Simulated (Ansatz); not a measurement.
## What NbB3 (built on the TaGa3 structure) distorts into

Aim: this structure of NbB3 (built on the TaGa3 structure) is to be tested for unstable modes, and one is followed downhill.

Main program and level: Ansatz 0.2.0; DFT PBE+D3(BJ), scalar-relativistic, plane waves, PAW.

The structure was built from a prototype and need not be the compound's stable phase.

### 1. Set-up

It takes space group I4/mmm (No. 139, tetragonal). The conventional cell has a = 3.121 Å, b = 3.121 Å, c = 7.365 Å, α = 90.00°, β = 90.00°, γ = 90.00°. Nb has 12 B at 2.21 to 2.41 Å nearest. Nearest to B lie 4 Nb at 2.21 Å. Nearest to B lie 8 B at 2.21 to 2.41 Å and 4 Nb at 2.41 Å. Farther neighbours, and contacts between anions beyond the nearest, are not listed.

### 2. The dispersion

Stability and thermal properties need the whole zone. Linear response on a 2×2×2 q mesh gives force constants as far as a supercell of that size would.

input.yaml reads:

```yaml
crystal:
  lattice:
    - [-1.5605918717, 1.5605918717, 3.6826816775]
    - [1.5605918717, -1.5605918717, 3.6826816775]
    - [1.5605918717, 1.5605918717, -3.6826816775]
  atoms:
    - { symbol: Nb, position: [0.0, 0.0, 0.0] }
    - { symbol: B, position: [0.5, 0.5, 0.0] }
    - { symbol: B, position: [0.75, 0.25, 0.5] }
    - { symbol: B, position: [0.25, 0.75, 0.5] }
kpoints:
  mp_grid: { grid: [20, 20, 20] }
hamiltonian:
  xc: pbe
  dispersion: d3bj
scf:
  occupations: { method: methfessel_paxton, width: 0.2 }
output:
  eigenvalues: true
phonons:
  method: dfpt
  qmesh: [2, 2, 2]
  temperatures: { t_max: 1000, t_step: 50 }
  qpath:
    path:
      - [[0.0, 0.0, 0.0], [0.0, 0.0, 0.5], [0.25, 0.25, 0.25], [0.0, 0.5, 0.0], [0.0, 0.0, 0.0], [0.5, 0.5, -0.5], [0.29489421, 0.70510579, -0.29489421]]
      - [[-0.29489421, 0.29489421, 0.29489421], [0.0, 0.0, 0.0]]
      - [[0.0, 0.0, 0.5], [-0.08978842, 0.08978842, 0.5]]
      - [[0.5, 0.5, -0.08978842], [0.5, 0.5, -0.5]]
    npoints: 10
```

On the command line:

```bash
$ ansatz run input.yaml --threads 8 --pin off --max-ram 14336MiB --backend cpu --events-out ev --progress --plain --runs-dir out
```

The log of the run:

```text
Warning: phonons: the dynamical matrix that this run interpolates holds no multipole term above the dipole-dipole one, and a site of this crystal is no centre of inversion, so its interpolated transverse optical and acoustic branches and sound speeds can stay off near Gamma, and the density of states and the thermodynamics with them. What a run solves at a wave vector of phonons.qpoints, Gamma apart, where the deck admits one, is free of this, and under fd what a larger phonons.supercell samples
Engine: ansatz 0.2.0, x86_64-unknown-linux-gnu
Pseudopotentials: kind: paw
Pseudopotential: Nb, paw, valence charge 13, recommended cutoff 420 eV (normal), Nb.paw.azcp
Pseudopotential: B, paw, valence charge 3, recommended cutoff 420 eV (normal), B.paw.azcp
Functional definition: PBE
  parameter kappa = 0.804
  parameter beta = 0.066725
  exchange = pbe_x(kappa = kappa, mu = beta*pi^2/3)
  correlation = pbe_c(beta = beta)
Crystal: 4 atoms, lattice volume = 35.876 Å³
Basis set: ecut = 420 eV, 713 PW (Γ), exchange–correlation on 60×60×60 points (8 copies of the dense FFT grid, shifted against one another)
Bands: 15, of which v1, the nominal top of the filled ones, is band 11 counted from 1 (10 counted from 0)
Symmetry: 16 space group operations
k-points: 641 of 8000
Non-local potential: Nb, projectors of the file, l = 0: 3, l = 1: 2, l = 2: 2, l = 3: 1
Non-local potential: B, projectors of the file, l = 0: 2, l = 1: 2, l = 2: 1
PAW form: soft (Blöchl's): semilocal exchange-correlation on the pseudo side does not see the compensation charge
PAW one-centre angular grid: Nb, 590 points (default); XC on 64 Gauss nodes
PAW one-centre angular grid: B, 110 points (default); XC on 64 Gauss nodes
Initial density: superposition of atomic densities (neutral atoms: chi_scale 0, normalization atom), corrected by the library's trained network
Initial wavefunctions: pseudopotential atomic-orbital guess
Functional: x = pbe(κ = 0.804, μ = 0.219515), c = pbe(β = 0.066725)
SCF iter   1: F=—  HF=-5020.176156 eV  |F-HF|=—  |Δ(HF+E_count)|=         —  Δρ=6.08e-3  dr2=1.14e-2  ethr=1.77e-3  ⟨swp⟩=5.5  Hψ=47267  notcnv=0
preconditioner: auto → Kerker (q_TF=auto, 2.515 Å⁻¹)  [metal: Δε(μ)=0.014 eV  Ē_g=8.239 eV  σ=0.200 eV  W_gap=0.06  n_scr=10 (ndim 8)  ℏωp=23.2 eV  f_vac=0.000  D(μ)=0.59/eV (n_scr^D=2)]
SCF iter   2: F=—  HF=-5020.174289 eV  |F-HF|=—  |Δ(HF+E_count)|=   1.87e-3  S|Δr|=    0.00e0  Δρ=3.40e-3  dr2=3.44e-3  ethr=5.20e-5  ⟨swp⟩=1.2  Hψ=15240  notcnv=0
SCF iter   3: F=—  HF=-5020.173500 eV  |F-HF|=—  |Δ(HF+E_count)|=   7.90e-4  S|Δr|=    0.00e0  Δρ=5.64e-4  dr2=1.07e-4  ethr=1.56e-5  ⟨swp⟩=2.5  Hψ=16198  notcnv=0
SCF iter   4: F=—  HF=-5020.173466 eV  |F-HF|=—  |Δ(HF+E_count)|=   3.37e-5  S|Δr|=    0.00e0  Δρ=1.11e-4  dr2=4.53e-6  ethr=4.86e-7  ⟨swp⟩=2.8  Hψ=16225  notcnv=0
SCF iter   5: F=—  HF=-5020.173466 eV  |F-HF|=—  |Δ(HF+E_count)|=   1.58e-7  S|Δr|=    0.00e0  Δρ=2.77e-5  dr2=1.84e-7  ethr=2.06e-8  ⟨swp⟩=2.5  Hψ=14166  notcnv=0
SCF iter   6: F=—  HF=-5020.173466 eV  |F-HF|=—  |Δ(HF+E_count)|=   4.48e-8  S|Δr|=    0.00e0  Δρ=4.26e-6  dr2=5.66e-9  ethr=8.37e-10  ⟨swp⟩=2.6  Hψ=15035  notcnv=0
SCF iter   7: F=—  HF=-5020.173466 eV  |F-HF|=—  |Δ(HF+E_count)|=  4.95e-10  S|Δr|=    0.00e0  Δρ=5.80e-7  dr2=5.70e-11  ethr=2.57e-11  ⟨swp⟩=2.6  Hψ=14244  notcnv=0
SCF iter   8: F=-5020.173466 eV  HF=-5020.173466 eV  |F-HF|=1.82e-12  |Δ(HF+E_count)|=  3.27e-11  S|Δr|=    0.00e0  Δρ=8.22e-8  dr2=1.35e-12  ethr=1.00e-12  ⟨swp⟩=5.0  Hψ=38097  notcnv=0
the search or the solves at the SCF's close seem to have found levels that the self-consistency loop had missed (the run counts 1). By its estimate they hold under 1e-12 electrons; where the run keeps them, the occupations were computed again with them
SCF 1 converged in 8 iterations: F = -5020.173466 eV  dr2 = 1.35e-12
  greatest PAW one-centre occupation: 0.998 electrons in one spin orbital (limit 2), on the Nb atom at site 0 (counted from 0), in its partial waves of l = 0
Initial density: read from a saved state, or passed on in memory by an earlier SCF of this step, an earlier step, the calling program or the single point that the run made first
iter 1 solved again at ethr=3.53e-8 eV; its pass at ethr=3.10e-3 eV (dr2=7.77e-6 eV) is discarded
SCF iter   1: F=—  HF=-5020.173466 eV  |F-HF|=—  |Δ(HF+E_count)|=         —  Δρ=4.26e-7  dr2=8.41e-11  ethr=3.53e-8  ⟨swp⟩=3.0  Hψ=73778  notcnv=0
eigensolver tolerance schedule: the retry pair's looser diagonalisation over-reported the residual by 92354.32 of it (diagonalisation noise at an unbounded share of the residual, at the tolerance the schedule requests for it); recorded, not acted on — ethr = c·dr2/N_el stays at c = 1.0e-1
preconditioner: auto → Kerker (q_TF=auto, 2.515 Å⁻¹)  [metal: Δε(μ)=0.016 eV  Ē_g=8.239 eV  σ=0.200 eV  W_gap=0.07  n_scr=10 (ndim 8)  ℏωp=23.2 eV  f_vac=0.000  D(μ)=0.59/eV (n_scr^D=2)]
SCF iter   2: F=—  HF=-5020.173466 eV  |F-HF|=—  |Δ(HF+E_count)|=   5.79e-7  S|Δr|=    0.00e0  Δρ=2.74e-7  dr2=4.25e-11  ethr=1.00e-12  ⟨swp⟩=3.0  Hψ=23156  notcnv=0
SCF iter   3: F=—  HF=-5020.173466 eV  |F-HF|=—  |Δ(HF+E_count)|=  5.46e-12  S|Δr|=    0.00e0  Δρ=1.60e-7  dr2=1.34e-11  ethr=1.00e-12  ⟨swp⟩=1.0  Hψ=9615  notcnv=0
SCF iter   4: F=-5020.173466 eV  HF=-5020.173466 eV  |F-HF|=9.09e-13  |Δ(HF+E_count)|=  3.64e-12  S|Δr|=    0.00e0  Δρ=4.14e-8  dr2=7.23e-13  ethr=1.00e-12  ⟨swp⟩=2.1  Hψ=19524  notcnv=0
SCF 2 converged in 4 iterations: F = -5020.173466 eV  dr2 = 7.23e-13
phonons: the bands overlap, so this run is a metal and interpolates without the dipole-dipole term. If the crystal is really an insulator or semiconductor, its LO-TO splitting is missing
NSCF: frozen V_eff on 641 k-points
NSCF: frozen V_eff on 1166 k-points
DFPT response loops at q = (0, 0, 0) (fractional): preconditioner auto → Kerker (q_TF=auto, 2.515 Å⁻¹) (partly filled bands, converged f_vac=0.000); β = 1.00, the filter's whole step (`scf.mixing.beta` (0.50) is not read by the response loops under this deck's `scf.mixing.preconditioner`; to damp them name `kerker` or `kerker_dos`, under which they read `scf.mixing.beta`, and type it under 1.00, their step now; both keys bind the ground state too); Broyden in place of MSR1
NSCF: frozen V_eff on 4224 k-points
DFPT response loops at q = (0, 0, -0.5) (fractional): mixed as the last ones told, above
NSCF: frozen V_eff on 4224 k-points
DFPT response loops at q = (0, -0.5, 0) (fractional): mixed as the last ones told, above
NSCF: frozen V_eff on 2332 k-points
DFPT response loops at q = (-0.5, -0.5, -0.5) (fractional): mixed as the last ones told, above
SCF converged after 8 iterations
Stability not checked: this state was not tested for a lower state beside it, because cold or Methfessel-Paxton smearing, or corrected tetrahedra, fill the levels in a way that the test cannot read (fill_not_monotonic; see scf.lower_state_search)
Free energy (F): -5020.173466 eV
Harris-Foulkes:  -5020.173466 eV  (|F-HF|=1.82e-12)
Internal energy: -5020.173861 eV  (E = F + TS)
E sigma→0 (E₀):  -5020.173565 eV
Entropy (-TS):   0.000395 eV (0.099 meV/atom)
Fermi energy:    15.989449 eV
Step filling:    the computed levels leave a gap of 0.0036 eV = 0.0 smearing widths at the electron count; against every level under it full and every level over it empty, smearing changes F+E_penalty+E_count by +0.082 meV and its σ→0 estimate by -0.017 meV
--- Per-component energies (eV) ---
  E_band       = -21.291838
  E_kinetic    = 538.216724
  E_local      = -838.128099  (includes V_loc(G=0)·N_el)
  E_nonlocal   = 154.408701
  E_hartree    = 284.247195
  E_xc         = -272.920514
  E_vxc        = -328.963748  (∫ρ·V_xc dr)
  E_paw        = -3308.796895  (= ΣΔE_a)
  E_vpaw       = -115.319803  (= ΣTr[D̂ρ^β])
  E_aug_tail   = 0.000002  (compensation charges beyond the density's cutoff)
  E_ewald      = -1575.698018
  E_disp       = -1.502955  (pairwise vdW)
  E_smearing   = 0.000395  (= −TS)
  E_closure    = 0.000000  (closes the sum)
  Σ components = -5020.173466   (vs F -5020.173466, Δ=0.00e0)
--- Band table (eV; the first three rows and the last of 641) ---
  k-point 0: bands = [... 7 lower, 11.5634, 12.1902, 12.1902, 16.8740, 16.8740, 17.0103, 17.3901, 21.1606]
  k-point 1: bands = [... 7 lower, 11.5596, 11.9970, 12.4936, 15.6759, 17.0177, 17.2964, 18.5187, 20.6015]
  k-point 2: bands = [... 7 lower, 11.5251, 11.5593, 13.0103, 14.2837, 17.4262, 18.0442, 19.6902, 19.9654]
  k-point 640: bands = [... 7 lower, 13.3990, 13.3990, 14.2794, 16.6493, 16.6493, 17.5092, 19.0692, 19.0692]
--- Phonons (Γ-DFPT): 6 representative perturbations + reference (Σ response iterations 18) ---
  ASR residual: 2.098e-5 → 0.000e0 eV/Å²; symmetrization residual: 3.588e-6 eV/Å²
  pairwise dispersion correction: d3bj (s6 = 1.0, s8 = 0.7875, a1 = 0.4289, a2_bohr = 4.4407), with the weights of each atom's references fixed at the reference crystal's, and the forces and stress that the weights' published response gives there kept as a pressure on the atom's counted neighbours (hamiltonian.dispersion)
  ASR residual per site (eV/Å²): 2.10e-5 8.88e-6 1.94e-5 1.94e-5
  Γ frequencies (cm⁻¹): -461.49 -297.65 -297.65 0.00 0.00 0.00 262.18 262.18 477.47 546.24 670.75 670.75
--- Phonons (arbitrary-q DFPT): 4 irreducible q on the 2×2×2 mesh ---
  q = [0.0000, 0.0000, 0.0000] (star 1, of the zone-centre solve; hermiticity 2.87e-7, symmetrization 9.95e-15): -461.49 -297.65 -297.65 -0.00 0.00 0.00 262.18 262.18 477.47 546.24 670.75 670.75
  q = [0.0000, 0.0000, -0.5000] (star 2, 6 solved perturbations in 9834 linear systems a pass and spin channel, the states on 2112 of 8000 k-point pairs; hermiticity 9.66e-8, symmetrization 4.58e-14): -455.39 -292.85 228.61 237.43 281.28 289.30 414.71 433.07 530.42 541.75 701.61 711.87
  q = [0.0000, -0.5000, 0.0000] (star 4, 9 solved perturbations on 2112 of 8000 k-point pairs; hermiticity 7.11e-8, symmetrization 1.67e-14): -403.92 -103.67 167.03 201.23 312.97 331.88 352.11 369.49 532.19 548.62 582.15 724.28
  q = [-0.5000, -0.5000, -0.5000] (star 1, 6 solved perturbations in 5421 linear systems a pass and spin channel, the states on 1166 of 8000 k-point pairs; hermiticity 1.51e-7, symmetrization 3.71e-14): -370.83 -314.44 -314.44 164.80 164.80 306.21 320.22 320.22 562.00 562.93 663.08 663.08
  sum rule: each row above includes the acoustic sum rule's correction from the zone centre's row sums; it moved no ω² by more than (0.70 cm⁻¹)²
  mesh force constants: q→R imaginary residual 3.47e-18; ASR residual 2.098e-5 → 0.000e0 eV/Å²; symmetrization residual 2.132e-14 eV/Å²
  interpolated dispersion: 94 rows × 12 modes
  density of states and harmonic sums: on the 22×22×28 q-mesh, interpolated from the force constants of a 2×2×2 supercell (no non-analytic term)
  largest difference from the sums on the solved wave vectors: F 7.90e-2 eV, S 1.11e-4 and C_V 3.57e-5 eV/K
  zero-point energy: 0.246684 eV/cell   skipped modes (ω ≤ 0): 7838, of them read as no rigid motion or as one in doubt: 7835 (2.251e0 modes/cell left out, lowest -461.49 cm⁻¹)   left out of the sums: 1.88e-1 of the cell's modes: C_V's classical limit lies that fraction below 3 k_B per atom; for a crystal, a wire or a layer, F and S can be off by more, and a phonons.interpolated_qmesh denser along its periods is the remedy for the sampling
```

Run time: 4.1 min. Hardware: 8 threads of Intel Xeon Platinum 8488C (Sapphire Rapids), shared host; peak memory 3.2 GiB; 30 min of CPU time.

Read from the output:

- volume per atom: 8.969 Å³
- gap on the k-mesh: 0 eV
- sum-rule residual before enforcement: 2.10e-5 eV/Å²
- lowest frequency on the path: -461.5 cm⁻¹
- point group: 4/mmm
- highest frequency on path, mesh or solved points: 724.3 cm⁻¹
- highest optical mode at the zone centre (no LO-TO term): 670.8 cm⁻¹
- lowest optical zone-centre mode: -461.5 cm⁻¹
- lowest mode on the q mesh (acoustic modes at Γ apart): -461.5 cm⁻¹

Frequencies (cm⁻¹) solved at each irreducible wavevector; negative means imaginary. Frequencies by wavevector, by row:

| q in reciprocal lattice units | star | mode 1 | mode 2 | mode 3 | mode 4 | mode 10 | mode 11 | mode 12 |
| --- | --- | --- | --- | --- | --- | --- | --- | --- |
| 0 0 0 | 1 | -461.5 | -297.6 | -297.6 | 0 | 546.2 | 670.8 | 670.8 |
| 0 0 -0.5 | 2 | -455.4 | -292.9 | 228.6 | 237.4 | 541.8 | 701.6 | 711.9 |
| 0 -0.5 0 | 4 | -403.9 | -103.7 | 167 | 201.2 | 548.6 | 582.1 | 724.3 |
| -0.5 -0.5 -0.5 | 1 | -370.8 | -314.4 | -314.4 | 164.8 | 562.9 | 663.1 | 663.1 |

Interpolated from a 2×2×2 q mesh, rough between the solved points. Phonon branches along the path, in cm⁻¹:

| point | branch 1 | branch 2 | branch 3 | branch 4 | branch 9 | branch 10 | branch 11 | branch 12 |
| --- | --- | --- | --- | --- | --- | --- | --- | --- |
| Γ | -462 | -298 | -298 | 0 | 478 | 546 | 671 | 671 |
| halfway | -439 | -275 | 174 | 208 | 508 | 540 | 656 | 690 |
| X | -455 | -293 | 229 | 237 | 530 | 542 | 702 | 712 |
| halfway | -455 | -258 | 181 | 237 | 532 | 540 | 703 | 710 |
| P | -455 | -169 | -87 | 256 | 536 | 536 | 707 | 707 |
| halfway | -430 | -113 | -53 | 271 | 534 | 542 | 652 | 714 |
| N | -404 | -104 | 167 | 201 | 532 | 549 | 582 | 724 |
| halfway | -431 | -240 | -149 | 147 | 504 | 546 | 632 | 697 |
| Γ | -462 | -298 | -298 | 0 | 478 | 546 | 671 | 671 |
| halfway | -417 | -306 | -306 | 120 | 520 | 554 | 667 | 667 |
| M | -371 | -314 | -314 | 165 | 562 | 563 | 663 | 663 |
| halfway | -377 | -258 | -172 | 217 | 558 | 558 | 638 | 684 |
| S | -394 | -88 | 198 | 231 | 543 | 550 | 589 | 719 |
| jump to S0 | -394 | -88 | 198 | 231 | 543 | 550 | 589 | 719 |
| halfway | -433 | -216 | -103 | 138 | 501 | 543 | 621 | 705 |
| Γ | -462 | -298 | -298 | 0 | 478 | 546 | 671 | 671 |
| jump to X | -455 | -293 | 229 | 237 | 530 | 542 | 702 | 712 |
| halfway | -453 | -285 | 225 | 243 | 531 | 542 | 699 | 711 |
| R | -446 | -261 | 212 | 260 | 533 | 544 | 690 | 709 |
| jump to G′ | -446 | -261 | 212 | 260 | 533 | 544 | 690 | 709 |
| halfway | -389 | -174 | 91 | 193 | 552 | 556 | 646 | 685 |
| M | -371 | -314 | -314 | 165 | 562 | 563 | 663 | 663 |

Symmetry leaves 4 wavevectors to solve. The lowest mode among them, the acoustic zeros apart, lies at Γ and is imaginary, 461.5i cm⁻¹, so the energy falls along it.

### 3. The mode frozen in, largest atomic shift 0 Å

The mode followed lies at Γ with frequency 461.5i cm⁻¹, the softest among the wavevectors solved. At small amplitude the pattern taken leaves space group no. 107 by a symmetry search on the positions. The undistorted cell that holds it gives the zero of energy on the same k mesh.

input.yaml, the sections that differ from step 2:

```yaml
output:
  forces: true
  stress: true
  eigenvalues: true
# crystal, kpoints, hamiltonian, scf: as in step 2
# phonons: removed
```

The log of the run:

```text
[...]
Crystal: 4 atoms, lattice volume = 35.876 Å³
Basis set: ecut = 420 eV, 713 PW (Γ), exchange–correlation on 60×60×60 points (8 copies of the dense FFT grid, shifted against one another)
Bands: 15, of which v1, the nominal top of the filled ones, is band 11 counted from 1 (10 counted from 0)
Symmetry: 16 space group operations
[...]
k-points: 641 of 8000
[...]
--- Band table (eV; the first three rows and the last of 641) ---
  k-point 0: bands = [... 7 lower, 11.5635, 12.1902, 12.1902, 16.8741, 16.8741, 17.0102, 17.3901, 21.1606]
  k-point 1: bands = [... 7 lower, 11.5596, 11.9970, 12.4936, 15.6759, 17.0177, 17.2964, 18.5188, 20.6015]
  k-point 2: bands = [... 7 lower, 11.5251, 11.5593, 13.0103, 14.2837, 17.4262, 18.0442, 19.6902, 19.9654]
  k-point 640: bands = [... 7 lower, 13.3990, 13.3990, 14.2794, 16.6493, 16.6493, 17.5092, 19.0693, 19.0693]
[key lines of the parts left out:]
SCF converged after 6 iterations
Free energy (F): -5020.173466 eV
Fermi energy:    15.989459 eV
P = ⅓ Tr σ = 0.0003 GPa (0.003 kbar)
```

The job ended after 2 s (8 threads; peak memory 0.69 GiB).

This step gave:

```yaml
pressure: 3.47e-4 GPa
energy_from_the_undistorted_cell: 0 meV/atom
```

The run ends at a pressure of 0.00 GPa.

### 4. The mode frozen in, largest atomic shift 0.6 Å

The atoms are moved along the unstable eigenvector, the largest shift by 0.6 Å, with the cell fixed.

input.yaml, the sections that differ from step 3:

```yaml
crystal:
  lattice:
    - [-1.5605918717, 1.5605918717, 3.6826816775]
    - [1.5605918717, -1.5605918717, 3.6826816775]
    - [1.5605918717, 1.5605918717, -3.6826816775]
  atoms:
    - { symbol: Nb, position: [-0.0069070879, -0.0069070879, 0.0] }
    - { symbol: B, position: [0.5814623761, 0.5814623761, 0.0] }
    - { symbol: B, position: [0.7389502395, 0.2389502395, 0.5] }
    - { symbol: B, position: [0.2389502395, 0.7389502395, 0.5] }
# kpoints, hamiltonian, scf, output: as in step 3
```

The log of the run:

```text
[...]
Crystal: 4 atoms, lattice volume = 35.876 Å³
Basis set: ecut = 420 eV, 713 PW (Γ), exchange–correlation on 60×60×60 points (8 copies of the dense FFT grid, shifted against one another)
Bands: 15, of which v1, the nominal top of the filled ones, is band 11 counted from 1 (10 counted from 0)
Symmetry: 8 space group operations
[...]
k-points: 641 of 8000 (time reversal used)
[...]
--- Band table (eV; the first three rows and the last of 641) ---
  k-point 0: bands = [... 7 lower, 10.7304, 11.6113, 11.7923, 16.6856, 17.7282, 18.4070, 18.4070, 20.0269]
  k-point 1: bands = [... 7 lower, 10.4794, 11.7778, 12.0428, 16.8291, 16.8649, 18.5433, 19.1789, 19.6521]
  k-point 2: bands = [... 7 lower, 10.2244, 12.0294, 12.4034, 15.7007, 17.3748, 18.9300, 19.0389, 20.0755]
  k-point 640: bands = [... 7 lower, 11.8644, 11.8644, 14.0243, 16.3888, 16.3888, 17.8699, 18.8496, 19.3026]
[key lines of the parts left out:]
SCF converged after 6 iterations
Free energy (F): -5021.371179 eV
Fermi energy:    16.088266 eV
P = ⅓ Tr σ = -7.2456 GPa (-72.456 kbar)
```

The job ended after 3.1 s (8 threads; peak memory 0.79 GiB; 22 s of CPU time).

Read from the output:

| Quantity | Value |
| --- | --- |
| pressure | -7.246 GPa |
| energy from the undistorted cell | -299.5 meV/atom |

The energy, extrapolated to zero smearing, is -299.47 meV/atom against the undistorted cell.

The run ends at a pressure of -7.25 GPa, with forces up to 2.4 eV/Å.

### 5. Energy along the mode, all amplitudes (two of the runs are shown above)

An imaginary frequency means negative curvature, so the energy should fall and then rise again as anharmonic terms take over.

This step gave:

| Item | Value |
| --- | --- |
| depth at the lowest point sampled | 299.5 meV/atom |
| largest atomic shift at that point | 0.6 Å |

Table of energy from the parent by largest atomic shift:

| largest atomic shift (Å) | energy from the parent (meV/atom) |
| --- | --- |
| 0.000 | 0 |
| 0.040 | -1.86 |
| 0.080 | -7.40 |
| 0.140 | -22.4 |
| 0.220 | -53.9 |
| 0.320 | -109 |
| 0.450 | -196 |
| 0.600 | -299 |

Displacement at unit largest shift by atom:

| atom | x (Å) | y (Å) | z (Å) | size |
| --- | --- | --- | --- | --- |
| Nb1 | 0.00 | 0.00 | -0.09 | 0.09 |
| B2 | 0.00 | 0.00 | 1.00 | 1.00 |
| B3 | 0.00 | 0.00 | -0.14 | 0.14 |
| B4 | 0.00 | 0.00 | -0.14 | 0.14 |

The energy still falls at the last step, so the rise lies beyond the steps tried.

(Continued in part 2 of 2.)

[Long decimals in the printed logs are rounded to 6 places.]

[Logs are printed without paths, hosts, clocks, repeated set-up lines and the standing remarks that a program may print on its own settings, such as how far it seeks lower states.]

[Hosts, paths, dates, database ids (printed as entryN), source tags and the programs' standing remarks are cut or masked in the printed files.]

[Where the starting crystal was built by hand or by swapping elements, it need not be the compound's stable phase.]
